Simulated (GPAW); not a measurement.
Consider TiSe (P6_3/mmc).

```xyz
4
Lattice="3.5590 0.0000 0.0000 -1.7795 3.0822 0.0000 0.0000 0.0000 6.2200" Properties=species:S:1:pos:R:3 pbc="T T T"
Se    1.7795    1.0274    4.6650
Se    0.0000    2.0548    1.5550
Ti    0.0000    0.0000    3.1100
Ti    0.0000    0.0000    0.0000
```

Absorber: atom 3, with 6 Se at 2.58 Å (octahedral, site symmetry -3m). Method: GPAW, LDA, excited-electron core hole (neutral cell), 16-atom cell with 7.1 Å between holes, 3×3×3 k points, dipole transitions, Gaussian full width 0.94 eV up to 4 eV, rising linearly to 3.5 eV at 25 eV.

What does the Ti K edge look like?

Main maxima up to 30 eV above the zero (height): 2.9 eV (0.42), 8.1 eV (1.89), 11.7 eV (1.29), 18.9 eV (1.17) and 28.7 eV (1.01). A K edge sees empty p states. The first eV above the zero hold little dipole weight, as the lowest empty bands are of d character; the main edge, of 4p character, rises through 0.6 near 4 eV above the zero. The total-energy difference is 4970.07 eV. One term is added: -22.68 eV, since the hole is spin-paired here and a spin-polarised one costs that much less in the free atom (computed apart). The photon energy is then 4947.39 eV. The tabulated edge of the element is 4966 eV. The functional leaves an error in such absolute values: in the free atom LDA prices this hole 13.2 eV below PBE (computed apart), and PBE is itself good to a few eV.

The Ti K spectrum (energy from the lowest empty level; intensity scaled to a mean of 1 over the first 20 eV; polarised curves are means over the symmetry-equivalent atoms):

| E (eV) | isotropic | ε ⊥ c | ε ∥ c |
| --- | --- | --- | --- |
| -2.0 | 0.00 | 0.00 | 0.00 |
| -1.4 | 0.00 | 0.00 | 0.00 |
| -0.8 | 0.00 | 0.00 | 0.00 |
| -0.2 | 0.05 | 0.05 | 0.05 |
| 0.4 | 0.15 | 0.17 | 0.11 |
| 1.0 | 0.21 | 0.25 | 0.15 |
| 1.6 | 0.28 | 0.35 | 0.15 |
| 2.2 | 0.36 | 0.43 | 0.20 |
| 2.8 | 0.42 | 0.46 | 0.35 |
| 3.4 | 0.35 | 0.38 | 0.28 |
| 4.0 | 0.39 | 0.45 | 0.28 |
| 4.6 | 0.65 | 0.70 | 0.54 |
| 5.2 | 0.75 | 0.81 | 0.63 |
| 5.8 | 1.02 | 1.18 | 0.71 |
| 6.4 | 1.18 | 1.27 | 0.98 |
| 7.0 | 1.42 | 1.37 | 1.53 |
| 7.6 | 1.79 | 1.63 | 2.10 |
| 8.2 | 1.89 | 1.82 | 2.02 |
| 8.8 | 1.72 | 1.83 | 1.51 |
| 9.4 | 1.43 | 1.53 | 1.24 |
| 10.0 | 1.23 | 1.20 | 1.31 |
| 10.6 | 1.22 | 1.10 | 1.45 |
| 11.2 | 1.27 | 1.17 | 1.47 |
| 11.8 | 1.29 | 1.24 | 1.40 |
| 12.4 | 1.24 | 1.20 | 1.33 |
| 13.0 | 1.13 | 1.07 | 1.25 |
| 13.6 | 0.98 | 0.92 | 1.10 |
| 14.2 | 0.88 | 0.84 | 0.95 |
| 14.8 | 0.88 | 0.87 | 0.91 |
| 15.4 | 0.96 | 0.96 | 0.96 |
| 16.0 | 1.07 | 1.07 | 1.06 |
| 16.6 | 1.13 | 1.14 | 1.11 |
| 17.2 | 1.15 | 1.16 | 1.12 |
| 17.8 | 1.15 | 1.17 | 1.11 |
| 18.4 | 1.16 | 1.19 | 1.11 |
| 19.0 | 1.17 | 1.20 | 1.11 |
| 19.6 | 1.15 | 1.19 | 1.08 |
| 20.2 | 1.11 | 1.15 | 1.03 |
| 20.8 | 1.07 | 1.12 | 0.97 |
| 21.4 | 1.04 | 1.11 | 0.91 |
| 22.0 | 1.03 | 1.11 | 0.87 |
| 22.6 | 1.03 | 1.11 | 0.86 |
| 23.2 | 1.02 | 1.09 | 0.87 |
| 23.8 | 0.99 | 1.04 | 0.90 |
| 24.4 | 0.96 | 0.98 | 0.93 |
| 25.0 | 0.93 | 0.92 | 0.95 |
| 25.6 | 0.91 | 0.89 | 0.96 |
| 26.2 | 0.91 | 0.88 | 0.97 |
| 26.8 | 0.93 | 0.89 | 1.00 |
| 27.4 | 0.96 | 0.92 | 1.04 |
| 28.0 | 0.99 | 0.94 | 1.09 |
| 28.6 | 1.01 | 0.95 | 1.14 |
| 29.2 | 1.00 | 0.92 | 1.15 |
| 29.8 | 0.95 | 0.87 | 1.12 |
| 30.4 | 0.89 | 0.81 | 1.06 |
| 31.0 | 0.83 | 0.75 | 0.99 |
| 31.6 | 0.77 | 0.70 | 0.92 |

The unit cell's mesh shows no gap over 0.35 eV. That is right for a metallic compound; for a small-gap or correlated insulator it would be the fault of the functional or of the assumed magnetic order, and the hole would be screened too well. Quadrupole 1s→3d transitions, which feed the pre-edge, are not in the dipole spectrum. The mesh is coarse (0.38 Å⁻¹ between points), so small maxima may be mesh ripples. The structure is a published determination, not relaxed.

[Banner, clock and machine lines of the logs are left out without a mark of their own.]

[Logs are printed without paths, hosts, clocks, repeated set-up lines and the standing remarks that a program may print on its own settings, such as how far it seeks lower states.]

[Hosts, paths, dates, database ids (printed as entryN), source tags and the programs' standing remarks are cut or masked in the printed files.]

[Lists of maxima count a maximum above −3 eV only where it reaches 4 % of the highest in the window and stands out from its surroundings by 2 % of it (1.5 % where it reaches 55 %); shoulders and weaker maxima are passed over, and of the rest the first, up to two pre-edge ones and the few strongest are named.]
